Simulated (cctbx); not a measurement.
**Accept or mend?**

Cell a = 3.6200 Å, b = 3.6200 Å, c = 14.7440 Å, α = 90.00°, β = 90.00°, γ = 120.00°; space group P3m1 (no. 156).

The data are simulated with cctbx, not measured: Mo Kα, λ = 0.71073 Å, to d = 0.65 Å, 80 % of the full sphere, strongest reflection 5000 counts, noise from counting, a 2 % proportional error and a noise floor of 2 counts (s.d.); no absorption, and some extinction, which the refinements don't model.

An isotropic refinement with weights 1/σ² prints:

```text
Rint 0.034, 607 unique reflections to 0.65 A
cycle     R1     wR2    GooF  max shift (A)
   1  0.5638  0.8589  24.733   0.07586
  10  0.2591  0.5239  15.084   0.04381
final R1 0.2488 wR2 0.5064 GooF 14.581  parameters 14  data/parameter 43.4
atom        x        y        z      Ueq    occ   su(xyz)  su(Uiso or U11)
Tl1    0.00000  0.00000  0.07672   0.0028  1.000  0.00040  0.0010
Nb1    0.66667  0.33333  0.79676   0.0155  1.000  0.00118  0.0033
Nb2    0.00000  0.00000  0.29982   0.0084  1.000  0.00098  0.0028
Se1    0.00000  0.00000  0.91253   0.0087  1.000  0.00123  0.0029
Se2    0.66667  0.33333  0.16869   0.0199  1.000  0.00157  0.0040
Se3    0.66667  0.33333  0.41134   0.0075  1.000  0.00109  0.0030
Se4    0.00000  0.00000  0.60766   0.0352  1.000  0.00218  0.0065
difference map: max 116.71 min -36.76 rms 4.99
Q1    0.0000  0.0000  0.6814    1  119.04  1.09 A from Se4
Q2    0.0000  0.0000  0.4764    1   74.11  1.94 A from Se4
Q3    0.6667  0.3333  0.7902    1   67.30  0.10 A from Nb1
Q4    0.0000  0.0000  0.0786    1   66.05  0.03 A from Tl1
Q5    0.6667  0.3333  0.1803    1   60.34  0.17 A from Se2
Q6    0.0000  0.0000  0.2940    1   54.73  0.09 A from Nb2
```

Q: Accept it or mend it, and why?

Mend it. The fault: start far from the minimum. Against the right model at the same level, R1 goes from 0.0152 to 0.2488 and GooF from 0.98 to 14.58, U of Se4 swells from 0.0043 to 0.0352 Å² and the top difference peak, 119.0 e/Å³, lies 1.09 Å from Se4. Least squares finds the nearest minimum, not the best. The fit had not settled when the cycles ran out.

The compound is Nb2TlSe4. The right model at the same level gives:

```text
Rint 0.034, 607 unique reflections to 0.65 A
cycle     R1     wR2    GooF  max shift (A)
   1  0.1900  0.3822  11.006   0.06165
   3  0.0152  0.0340   0.978   0.00000
final R1 0.0152 wR2 0.0340 GooF 0.978  parameters 14  data/parameter 43.4
atom        x        y        z      Ueq    occ   su(xyz)  su(Uiso or U11)
Tl1    0.00000  0.00000  0.03868   0.0044  1.000  0.00002  0.0001
Nb1    0.66667  0.33333  0.75266   0.0040  1.000  0.00005  0.0001
Nb2    0.00000  0.00000  0.25511   0.0053  1.000  0.00005  0.0001
Se1    0.00000  0.00000  0.87317   0.0056  1.000  0.00006  0.0001
Se2    0.66667  0.33333  0.13383   0.0036  1.000  0.00006  0.0001
Se3    0.66667  0.33333  0.37187   0.0060  1.000  0.00006  0.0002
Se4    0.00000  0.00000  0.63461   0.0043  1.000  0.00006  0.0001
difference map: max 0.90 min -1.54 rms 0.20
Q1    0.0000  0.0000  0.5529    1    0.90  1.20 A from Se4
Q2    0.4518  0.2259  0.9234    3    0.87  1.60 A from Se1
Q3    0.0722  0.1444  0.8796    3    0.77  0.46 A from Se1
Q4    0.1771  0.0886  0.7831    3    0.68  1.44 A from Se1
Q5    0.5723  0.1447  0.6244    3    0.67  1.87 A from Se4
Q6    0.0000  0.0000  0.7097    1    0.62  1.11 A from Se4
```

The model was made for the exercise: a known structure type with other elements put in, its volume estimated, not relaxed; displacement parameters are assumed.

[Middle refinement cycles are left out of these outputs.]

[Logs are printed without paths, hosts, clocks, repeated set-up lines and the standing remarks that a program may print on its own settings, such as how far it seeks lower states.]
